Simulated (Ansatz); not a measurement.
# Al2CdSe2S2: complex band structure, part 2 of 3

A new crystal, Al2CdSe2S2: structure, gap and complex bands. It is built by putting Se for part of the S in the Al2CdS4 structure of space group I-4, with the volume rescaled by atomic radii. The parent structure comes from the Materials Project.

Ansatz 0.2.0; r2SCAN DFT, plane waves, PAW files (the session's first sound run).

So far. Step 2 (Cell and atoms at rest): The largest force component on a free atom ends at 0.0096 eV/Å.

The structure was built from a prototype and need not be the compound's stable phase.

**3. Band edges**

The energy window and the wavevectors of the next steps follow from the band edges, so these are searched first, off the mesh as well.

File input.yaml:

```yaml
crystal:
  lattice:
    - [-2.8237830864, 2.8125597863, 5.1999589925]
    - [2.8665574028, -2.9099672498, 5.2769905712]
    - [2.8293588391, 2.9155430024, -5.2534855685]
  atoms:
    - { symbol: Al, position: [0.7521311176, 0.2613976936, 0.5134540789] }
    - { symbol: Al, position: [0.4904504807, 0.499631892, -0.0086771403] }
    - { symbol: Cd, position: [0.0079200605, 0.0025397422, 0.0081677211] }
    - { symbol: Se, position: [0.5872197242, 0.131483651, -0.0015790801] }
    - { symbol: S, position: [0.1273383925, 0.5919674622, 0.9797826338] }
    - { symbol: Se, position: [0.8713348818, 0.869084995, 0.4618279098] }
    - { symbol: S, position: [0.4136053427, 0.393894564, 0.5470238768] }
kpoints:
  mp_grid: { grid: [6, 6, 6] }
  band_path: { path: [VBM, CBM], npoints: 30 }
scf:
  occupations: { method: fixed }
hamiltonian:
  xc: r2scan
output:
  eigenvalues: true
  write_potential: true
  write_density: true
  volumetric_format: npy
  elf: true
```

Started as:

```bash
$ ansatz run input.yaml --threads 2 --pin off --max-ram 4096MiB --backend cpu --events-out ev --progress --plain --runs-dir out
```

Numbers of over 12 decimals in the logs are rounded to 6 here.

What it wrote:

```text
[...]
Crystal: 7 atoms, lattice volume = 170.897 Å³
Basis set: ecut = 500 eV, 4301 PW (Γ), exchange–correlation on 192×200×200 points (64 copies of the dense FFT grid, shifted against one another)
Bands: 42, of which v1, the nominal top of the filled ones, is band 35 counted from 1 (34 counted from 0)
Symmetry: 1 space group operations
[...]
k-points: 112 of 216 (time reversal used)
[...]
SCF iter   1: F=—  HF=-22124.256251 eV  |F-HF|=—  |Δ(HF+E_count)|=         —  Δρ=4.84e-3  dr2=5.38e-2  dr2_τ=5.09e-2  ethr=1.77e-3  ⟨swp⟩=5.1  Hψ=15997  notcnv=0  defer=544
[...]
SCF iter   8: F=-22124.333030 eV  HF=-22124.333030 eV  |F-HF|=5.90e-9  |Δ(HF+E_count)|=   3.51e-8  Δρ=2.38e-6  dr2=1.30e-8  dr2_τ=6.30e-10  ethr=1.43e-10  ⟨swp⟩=10.9  Hψ=16971  notcnv=0
SCF 1 converged in 8 iterations: F = -22124.333030 eV  dr2 = 1.30e-8
[...]
NSCF: frozen V_eff on 112 k-points
[...]
SCF converged after 8 iterations
Free energy (F): -22124.333030 eV
[...]
Internal energy: -22124.333030 eV  (E = F + TS)
E sigma→0 (E₀):  -22124.333030 eV
Fermi energy:    4.828966 eV
[...]
--- Band table (eV; the first three rows and the last of 112) ---
  k-point 0: bands = [... 31 lower, 3.4643, 4.5640, 4.6171, 4.7235, 7.6769, 8.4351, 9.6062, 11.0405, ... 3 higher]
  k-point 1: bands = [... 31 lower, 3.6485, 3.9782, 4.4722, 4.6274, 8.4153, 9.0036, 10.0399, 10.6324, ... 3 higher]
  k-point 2: bands = [... 31 lower, 3.7823, 4.0204, 4.2634, 4.7080, 9.0154, 9.5288, 9.7583, 10.6695, ... 3 higher]
  k-point 111: bands = [... 31 lower, 3.6082, 3.7146, 4.2882, 4.2993, 8.6202, 8.6445, 8.7938, 9.4616, ... 3 higher]
```

Elapsed: 2.2 min, on 2 threads of Intel Xeon Platinum 8488C (Sapphire Rapids), shared host; peak memory 1.5 GiB.

Reading the cycles: dr2 is the Hartree energy of the density residual (eV), the measure of convergence; HF is the Harris–Foulkes estimate of the energy, which meets the free energy F at convergence.

This step gave:

```yaml
free_energy: -22124.3330 eV
fermi_energy: 4.829 eV
gap_on_the_k_mesh: 2.848 eV
gap_on_path: 2.845 eV, by band count; negative where bands overlap
direct_gap_on_path: 2.953 eV
edge_places_on_path: 0, 1.344 1/A along the path
```

The electronic bands at the labelled points (eV, zero at the Fermi level (highest filled level under fixed occupations); v1 is the highest filled band, c1 the lowest empty one):

```csv
point,v4,v3,v2,v1,c1,c2,c3,c4
VBM,-1.45,-0.87,-0.72,0.00,4.31,4.75,5.04,5.25
halfway,-1.03,-0.72,-0.55,-0.12,3.94,4.80,4.94,5.75
CBM,-1.36,-0.26,-0.21,-0.11,2.85,3.61,4.78,6.21
```

ELF in the ab plane at fractional z = 0.008, with atoms of Al and Cd and Se and S within 0.2 Å of it. It is the smooth field of the valence electrons, not physical close to the nuclei.

Values, 10 rows by 16 columns, each cell a mean:
```
0.63 0.52 0.32 0.16 0.07 0.02 0.06 0.24 0.42 0.51 0.54 0.52 0.37 0.16 0.25 0.48
0.25 0.27 0.26 0.22 0.13 0.04 0.02 0.03 0.03 0.05 0.05 0.06 0.05 0.05 0.10 0.18
0.76 0.82 0.80 0.74 0.58 0.33 0.13 0.10 0.11 0.09 0.06 0.03 0.02 0.02 0.17 0.54
0.82 0.57 0.25 0.58 0.84 0.78 0.43 0.12 0.16 0.23 0.17 0.09 0.04 0.02 0.18 0.65
0.82 0.80 0.57 0.67 0.87 0.87 0.50 0.05 0.06 0.09 0.20 0.14 0.06 0.02 0.08 0.51
0.45 0.67 0.74 0.72 0.64 0.51 0.31 0.20 0.23 0.24 0.23 0.15 0.06 0.02 0.02 0.14
0.04 0.09 0.15 0.16 0.10 0.11 0.36 0.71 0.86 0.85 0.72 0.46 0.18 0.05 0.02 0.02
0.09 0.06 0.03 0.02 0.03 0.20 0.58 0.74 0.73 0.67 0.72 0.72 0.53 0.20 0.11 0.12
0.33 0.22 0.11 0.05 0.03 0.20 0.64 0.78 0.59 0.23 0.39 0.74 0.69 0.25 0.23 0.35
0.76 0.53 0.28 0.13 0.05 0.07 0.40 0.73 0.79 0.70 0.68 0.77 0.65 0.22 0.38 0.66
```
Columns run along a (6.6 Å), rows up along b (6.7 Å). Atoms in or near the plane, at fractional coordinates: Al at (0.49, 0.50), Cd at (0.01, 0.00), Se at (0.59, 0.13), S at (0.13, 0.59).

Valence density in the ab plane at fractional z = 0.008, with atoms of Al and Cd and Se and S within 0.2 Å of it. It is the smooth field of the valence electrons, not physical close to the nuclei.

Ten steps, logarithmic in the rise over the least value, from '0' (0 e/Å³) to '9' (26 e/Å³), each cell a mean:
```
985200000011111147
653100000000000024
221100000000000001
121100000000000000
223210000000000001
233321100000000001
232232100000000001
232233210000000001
123332110000000000
012221110000000000
000000001111000000
000000001111000000
000000011222100000
000000012454210000
100000013698421111
431000013699631134
863000002477522257
985100001233221268
```
Columns run along a (6.6 Å), rows up along b (6.7 Å). Atoms in or near the plane, at fractional coordinates: Al at (0.49, 0.50), Cd at (0.01, 0.00), Se at (0.59, 0.13), S at (0.13, 0.59).

Electrostatic potential energy in the ab plane at fractional z = 0.008, with atoms of Al and Cd and Se and S within 0.2 Å of it. With pseudopotentials it is smooth inside the atoms' cores, unlike the true potential.

Ten even steps from '0' (-27 eV) to '9' (10 eV), each cell a mean:
```
013689999988899741
224799999999999863
667899999999999987
888899999999999999
754689999999999999
500158877789999998
400017754468999998
600006645546899999
851037646754899999
997778744544799999
999999875445899999
999999987667899999
999999997657899999
999999985344689999
789999984465368887
358999985477458753
125899997455358631
013799999743478620
```
Columns run along a (6.6 Å; values clipped at the 3rd and 97th percentile), rows up along b (6.7 Å). Atoms in or near the plane, at fractional coordinates: Al at (0.49, 0.50), Cd at (0.01, 0.00), Se at (0.59, 0.13), S at (0.13, 0.59).

The searched edges give 2.85 eV, against 2.85 eV on the mesh.

**4. Complex bands**

This step: r2SCAN DFT, plane waves, PAW files; complex bands by layer matching along the plane's normal (Ansatz 0.2.0).

The same crystal is laid in a cell whose first two vectors span the (010) plane (indices of the standard conventional cell, whose axes can be ordered otherwise than in the bulk input). At fixed energy and wavevector in the plane the solver finds all kz, real and complex. A few wavevectors are listed, (0, 0) and (-0.3385, 0.1719) in units of the plane's reciprocal vectors; the slowest state needn't be among them.

File input.yaml:

```yaml
crystal:
  lattice:
    - [5.728355588, 0.0, 0.0]
    - [2.761097944, 5.941393366, 0.0]
    - [0.01090005, -2.688968711, 5.021292052]
  atoms:
    - { symbol: Al, position: [0.2520563853, 0.5000747323, 0.2613976936] }
    - { symbol: Al, position: [0.4916909677, 0.998759513, 0.499631892] }
    - { symbol: Cd, position: [0.0056279789, 0.0022920816, 0.0025397422] }
    - { symbol: Se, position: [0.8669372689, 0.7202824553, 0.131483651] }
    - { symbol: S, position: [0.3878151716, 0.7395232209, 0.5919674622] }
    - { symbol: Se, position: [0.5927429148, 0.278591967, 0.869084995] }
    - { symbol: S, position: [0.1531293128, 0.2604760299, 0.393894564] }
kpoints:
  mp_grid: { grid: [6, 4, 6] }
scf:
  occupations: { method: fixed }
hamiltonian:
  xc: r2scan
output:
  eigenvalues: true
  transmission:
    leads: [[0, 0]]
    kpoints: [[0.0, 0.0], [-0.3385, 0.1719]]
    e_range: [-1.0, 3.85]
    de: 0.1
```

What it wrote:

```text
[...]
Crystal: 7 atoms, lattice volume = 170.897 Å³
Basis set: ecut = 500 eV, 4301 PW (Γ), exchange–correlation on 180×192×180 points (64 copies of the dense FFT grid, shifted against one another)
Bands: 42, of which v1, the nominal top of the filled ones, is band 35 counted from 1 (34 counted from 0)
Symmetry: 1 space group operations
[...]
k-points: 76 of 144 (time reversal used)
[...]
SCF iter   1: F=—  HF=-22124.256178 eV  |F-HF|=—  |Δ(HF+E_count)|=         —  Δρ=4.84e-3  dr2=5.38e-2  dr2_τ=5.09e-2  ethr=1.77e-3  ⟨swp⟩=5.0  Hψ=10857  notcnv=0  defer=366
[...]
SCF iter   8: F=-22124.332970 eV  HF=-22124.332970 eV  |F-HF|=5.89e-9  |Δ(HF+E_count)|=   3.49e-8  Δρ=2.38e-6  dr2=1.30e-8  dr2_τ=6.29e-10  ethr=1.43e-10  ⟨swp⟩=10.9  Hψ=11453  notcnv=0
SCF 1 converged in 8 iterations: F = -22124.332970 eV  dr2 = 1.30e-8
[...]
transmission: 7 of 14 steps passed
transmission: 14 of 14 steps passed
SCF converged after 8 iterations
Free energy (F): -22124.332970 eV
[...]
Internal energy: -22124.332970 eV  (E = F + TS)
E sigma→0 (E₀):  -22124.332970 eV
Fermi energy:    4.810610 eV
[...]
--- Band table (eV; the first three rows and the last of 76) ---
  k-point 0: bands = [... 31 lower, 3.4643, 4.5641, 4.6171, 4.7235, 7.6769, 8.4351, 9.6062, 11.0405, ... 3 higher]
  k-point 1: bands = [... 31 lower, 3.5709, 4.1273, 4.4836, 4.6507, 8.2535, 8.8182, 9.8285, 10.3992, ... 3 higher]
  k-point 2: bands = [... 31 lower, 3.5072, 3.8006, 4.2996, 4.6375, 9.1433, 9.6018, 9.8993, 10.2879, ... 3 higher]
  k-point 75: bands = [... 31 lower, 4.0158, 4.3325, 4.5177, 4.7299, 8.3332, 9.4691, 9.8320, 10.7148, ... 3 higher]
--- Transmission ---
  basis      : 353 plane waves across, 7 finite elements along
  points     : 2, as listed
  energies   : 49 from -1.000000 to 3.800000 eV about the Fermi level, 0.100000 eV apart; the leads are filled to 1.433170 eV, and channels, transmission and decay are at 1.400000 eV
  crystal 0  : S2Se2Cd1Al2, at the sites [0, 0], period 5.0213 Å: whole cells are its period
    offset         : up to 0.0000 Å between an atom of the period and one for which it stands
    channels       : 0.000000e0 a spin
    conductance    : none, the energies end too early or step too widely for 300 K: set another output.transmission.e_range or a lower de, or, where they end at an eighth of basis.ecutwfc, a higher one
    slowest decay  : 0.2080 /Å at (0.0000, 0.0000)
```

Elapsed: 83 s, on 2 threads; peak memory 1.7 GiB; 2.7 min of CPU time.

This step gave:

```
Fermi energy                                              : 4.811 eV
gap on the k-mesh                                         : 2.866 eV
level to which the leads are filled                       : 1.433 eV from the Fermi level
decay constant at the filling level, zone centre          : 0.2080 Å⁻¹
decay constant at the filling level, slowest listed point : 0.208 Å⁻¹
```

K parallel (0, 0); values up to 1.5 1/Å, a degenerate pair printed once or twice; energies at which all values exceed this have no row. Table of Im kz of the slowest decaying states by energy, zero at the highest filled level on the SCF mesh:

```csv
energy (eV),decay 1 (Å⁻¹),decay 2 (Å⁻¹),decay 3 (Å⁻¹),decay 4 (Å⁻¹)
-1.00,0.191,0.349,1.13,1.35
-0.80,0.140,0.199,0.380,1.09
-0.60,0.203,0.240,0.399,1.04
-0.40,0.211,0.240,0.405,0.996
-0.20,0.0995,0.174,0.214,0.303
0.00,0.0849,0.227,0.242,0.439
0.20,0.134,0.261,0.333,0.450
0.30,0.149,0.273,0.365,0.455
0.50,0.172,0.289,0.409,0.461
0.70,0.188,0.302,0.429,0.466
0.90,0.199,0.311,0.433,0.468
1.10,0.205,0.317,0.428,0.468
1.30,0.208,0.321,0.420,0.466
1.50,0.207,0.324,0.408,0.463
1.70,0.203,0.325,0.395,0.458
1.90,0.195,0.324,0.379,0.451
2.10,0.183,0.322,0.362,0.443
2.30,0.164,0.318,0.342,0.434
2.50,0.138,0.313,0.320,0.424
2.60,0.120,0.307,0.310,0.418
2.80,0.0625,0.280,0.303,0.406
3.00,0.247,0.294,0.392,0.676
3.20,0.206,0.284,0.376,0.704
3.40,0.152,0.271,0.359,0.654
3.60,0.0510,0.257,0.339,0.622
3.80,0.239,0.317,0.595,0.637
```

K parallel (-0.3385, 0.1719); values up to 1.5 1/Å, a degenerate pair printed once or twice; energies at which all values exceed this have no row. Im kz of the slowest decaying states against energy, zero at the highest filled level on the SCF mesh:

```
energy (eV)  decay 1 (Å⁻¹)  decay 2 (Å⁻¹)  decay 3 (Å⁻¹)  decay 4 (Å⁻¹)
    -1.0000         0.0129          0.152          0.160          0.180
    -0.8000         0.0711          0.107          0.167          0.193
    -0.5000          0.155          0.248          0.265          0.362
    -0.3000         0.0774         0.0955          0.161          0.279
     0.0000          0.193          0.260          0.267          0.433
     0.2000          0.221          0.273          0.273          0.405
     0.5000          0.250          0.303          0.313          0.499
     0.7000          0.263          0.310          0.325          0.531
     1.0000          0.277          0.318          0.335          0.517
     1.2000          0.283          0.323          0.338          0.512
     1.5000          0.288          0.326          0.338          0.503
     1.7000          0.288          0.327          0.336          0.495
     2.0000          0.286          0.325          0.330          0.482
     2.2000          0.281          0.322          0.325          0.472
     2.5000          0.270          0.314          0.314          0.454
     2.7000          0.259          0.304          0.307          0.439
     3.0000          0.235          0.287          0.292          0.415
     3.2000          0.212          0.273          0.279          0.396
     3.5000          0.158          0.248          0.251          0.364
     3.7000         0.0881          0.224          0.227          0.340
```

At the listed wavevectors the last open channel is at +0.00 eV and the next at +2.90 eV on the grid. At +1.40 eV, the grid energy nearest the filling level (the middle of the gap on the SCF mesh), the slowest state at the listed wavevectors decays with κ = 0.208 Å⁻¹, its amplitude falling by e over 4.8 Å. Through 1 nm of this crystal that state's transmission falls by exp(−2 × 0.208 Å⁻¹ × 10 Å) = 0.016.

**5. Decay over the two-dimensional zone**

The listed points could miss the slowest state, so one energy near mid-gap is solved on a mesh of 8×8.

input.yaml, as its differences from that of step 4:

```diff
@@ -21,6 +21,2 @@
   eigenvalues: true
-  transmission:
-    leads: [[0, 0]]
-    kpoints: [[0.0, 0.0], [-0.3385, 0.1719]]
-    e_range: [-1.0, 3.85]
-    de: 0.1
+  transmission: { leads: [[0, 0]], kmesh: [8, 8], e_range: [1.42, 1.43], de: 0.05 }
```

What it wrote:

```text
[...]
Crystal: 7 atoms, lattice volume = 170.897 Å³
Basis set: ecut = 500 eV, 4301 PW (Γ), exchange–correlation on 180×192×180 points (64 copies of the dense FFT grid, shifted against one another)
Bands: 42, of which v1, the nominal top of the filled ones, is band 35 counted from 1 (34 counted from 0)
Symmetry: 1 space group operations
[...]
k-points: 76 of 144 (time reversal used)
[...]
SCF iter   1: F=—  HF=-22124.256178 eV  |F-HF|=—  |Δ(HF+E_count)|=         —  Δρ=4.84e-3  dr2=5.38e-2  dr2_τ=5.09e-2  ethr=1.77e-3  ⟨swp⟩=5.0  Hψ=10857  notcnv=0  defer=366
[...]
SCF iter   8: F=-22124.332970 eV  HF=-22124.332970 eV  |F-HF|=5.89e-9  |Δ(HF+E_count)|=   3.49e-8  Δρ=2.38e-6  dr2=1.30e-8  dr2_τ=6.29e-10  ethr=1.43e-10  ⟨swp⟩=10.9  Hψ=11453  notcnv=0
SCF 1 converged in 8 iterations: F = -22124.332970 eV  dr2 = 1.30e-8
[...]
transmission: 28 of 238 steps passed
transmission: 56 of 238 steps passed
[...]
transmission: 238 of 238 steps passed
SCF converged after 8 iterations
Free energy (F): -22124.332970 eV
[...]
Internal energy: -22124.332970 eV  (E = F + TS)
E sigma→0 (E₀):  -22124.332970 eV
Fermi energy:    4.810610 eV
[...]
--- Band table (eV; the first three rows and the last of 76) ---
  k-point 0: bands = [... 31 lower, 3.4643, 4.5641, 4.6171, 4.7235, 7.6769, 8.4351, 9.6062, 11.0405, ... 3 higher]
  k-point 1: bands = [... 31 lower, 3.5709, 4.1273, 4.4836, 4.6507, 8.2535, 8.8182, 9.8285, 10.3992, ... 3 higher]
  k-point 2: bands = [... 31 lower, 3.5072, 3.8006, 4.2996, 4.6375, 9.1433, 9.6018, 9.8993, 10.2879, ... 3 higher]
  k-point 75: bands = [... 31 lower, 4.0158, 4.3325, 4.5177, 4.7299, 8.3332, 9.4691, 9.8320, 10.7148, ... 3 higher]
--- Transmission ---
  basis      : 353 plane waves across, 7 finite elements along
  points     : 34, standing for a mesh of 8 x 8
  energies   : 1 from 1.420000 to 1.420000 eV about the Fermi level; the leads are filled to 1.433170 eV, and channels, transmission and decay are at 1.420000 eV
[...]
channels       : 0.000000e0 a spin
    conductance    : none, crystal 0 has no channel at the energies, or these end too early or step too widely for 300 K: set another output.transmission.e_range or a lower de, or, where they end at an eighth of basis.ecutwfc, a higher one
    slowest decay  : 0.2080 /Å at (0.0000, 0.0000)
```

It took 2 min on 2 threads; peak memory 1.8 GiB; 4 min of CPU time.

This step gave:

```
least decay constant on the mesh : 0.208 Å⁻¹
```

Slowest decay constant (1/Å; 0 where a channel is open) over k1 and k2. At 1.4200 eV from the Fermi level.

Values, 8 rows by 8 columns:
```
0.298 0.288 0.293 0.299 0.292 0.286 0.310 0.301
0.328 0.288 0.299 0.286 0.269 0.274 0.319 0.330
0.293 0.283 0.315 0.275 0.233 0.264 0.326 0.331
0.275 0.304 0.328 0.264 0.208 0.264 0.328 0.304
0.293 0.331 0.326 0.264 0.233 0.275 0.315 0.283
0.328 0.330 0.319 0.274 0.269 0.286 0.299 0.288
0.298 0.301 0.310 0.286 0.292 0.299 0.293 0.288
0.282 0.285 0.300 0.299 0.309 0.299 0.300 0.285
```
Columns: k1 (b1) from -0.5 to 0.375; rows upwards: k2 (b2) from -0.5 to 0.375.

The least value on the mesh is 0.208 Å⁻¹ at +1.42 eV. At that energy the listed points give about 0.208 Å⁻¹ by interpolation, so the mesh holds no clearly slower state.

**6. Band edges at another level, cutoff 420 eV**

This step: PBE DFT, plane waves, PAW files (Ansatz 0.2.0).

The edges again with PBE, at the same atoms. Against that run the cutoff is 420 eV against 500.

File input.yaml:

```yaml
crystal:
  lattice:
    - [-2.8237830864, 2.8125597863, 5.1999589925]
    - [2.8665574028, -2.9099672498, 5.2769905712]
    - [2.8293588391, 2.9155430024, -5.2534855685]
  atoms:
    - { symbol: Al, position: [0.7521311176, 0.2613976936, 0.5134540789] }
    - { symbol: Al, position: [0.4904504807, 0.499631892, -0.0086771403] }
    - { symbol: Cd, position: [0.0079200605, 0.0025397422, 0.0081677211] }
    - { symbol: Se, position: [0.5872197242, 0.131483651, -0.0015790801] }
    - { symbol: S, position: [0.1273383925, 0.5919674622, 0.9797826338] }
    - { symbol: Se, position: [0.8713348818, 0.869084995, 0.4618279098] }
    - { symbol: S, position: [0.4136053427, 0.393894564, 0.5470238768] }
kpoints:
  mp_grid: { grid: [6, 6, 6] }
  band_path: { path: [VBM, CBM], npoints: 30 }
scf:
  occupations: { method: fixed }
hamiltonian:
  xc: pbe
output:
  eigenvalues: true
```

What it wrote:

```text
[...]
Crystal: 7 atoms, lattice volume = 170.897 Å³
Basis set: ecut = 420 eV, 3345 PW (Γ)
Bands: 42, of which v1, the nominal top of the filled ones, is band 35 counted from 1 (34 counted from 0)
Symmetry: 1 space group operations
[...]
k-points: 112 of 216 (time reversal used)
[...]
SCF iter   1: F=—  HF=-22077.982880 eV  |F-HF|=—  |Δ(HF+E_count)|=         —  Δρ=6.93e-4  dr2=6.95e-4  ethr=1.77e-3  ⟨swp⟩=4.9  Hψ=15815  notcnv=0  defer=536
[...]
SCF iter   6: F=-22077.985260 eV  HF=-22077.985260 eV  |F-HF|=6.17e-8  |Δ(HF+E_count)|=   4.83e-7  Δρ=5.39e-6  dr2=6.02e-8  ethr=1.43e-10  ⟨swp⟩=8.5  Hψ=20821  notcnv=0
SCF 1 converged in 6 iterations: F = -22077.985260 eV  dr2 = 6.02e-8
[...]
SCF converged after 6 iterations
Free energy (F): -22077.985260 eV
[...]
Internal energy: -22077.985260 eV  (E = F + TS)
E sigma→0 (E₀):  -22077.985260 eV
Fermi energy:    5.094979 eV
[...]
--- Band table (eV; the first three rows and the last of 112) ---
  k-point 0: bands = [... 31 lower, 3.7581, 4.8441, 4.8996, 4.9949, 7.4027, 8.3313, 9.3802, 10.8293, ... 3 higher]
  k-point 1: bands = [... 31 lower, 3.9437, 4.2491, 4.7491, 4.9017, 8.1889, 8.8516, 9.7946, 10.3865, ... 3 higher]
  k-point 2: bands = [... 31 lower, 4.0808, 4.3027, 4.5447, 4.9761, 8.7957, 9.3134, 9.4520, 10.4127, ... 3 higher]
  k-point 111: bands = [... 31 lower, 3.9065, 4.0081, 4.5631, 4.5725, 8.4682, 8.5036, 8.6189, 9.2593, ... 3 higher]
```

It took 77 s on 2 threads; peak memory 0.85 GiB; 2.5 min of CPU time.

This step gave:

```yaml
free_energy: -22077.9853 eV
fermi_energy: 5.095 eV
gap_on_the_k_mesh: 2.308 eV
gap_on_path: 2.305 eV, by band count; negative where bands overlap
direct_gap_on_path: 2.408 eV
edge_places_on_path: 0, 1.341 1/A along the path
```

The electronic bands at the labelled points (eV, zero at the Fermi level (highest filled level under fixed occupations); v1 is the highest filled band, c1 the lowest empty one):

| point | v4 | v3 | v2 | v1 | c1 | c2 | c3 | c4 |
| --- | --- | --- | --- | --- | --- | --- | --- | --- |
| VBM | -1.43 | -0.85 | -0.70 | 0.00 | 3.82 | 4.28 | 4.52 | 4.72 |
| halfway | -1.00 | -0.71 | -0.53 | -0.12 | 3.43 | 4.24 | 4.41 | 5.27 |
| CBM | -1.34 | -0.25 | -0.20 | -0.10 | 2.31 | 3.24 | 4.29 | 5.73 |

The searched edges give 2.31 eV, against 2.31 eV on the mesh.

[end of part 2 of 3]

[Logs are printed without paths, hosts, clocks, repeated set-up lines and the standing remarks that a program may print on its own settings, such as how far it seeks lower states.]

[Hosts, paths, dates, database ids (printed as entryN), source tags and the programs' standing remarks are cut or masked in the printed files.]
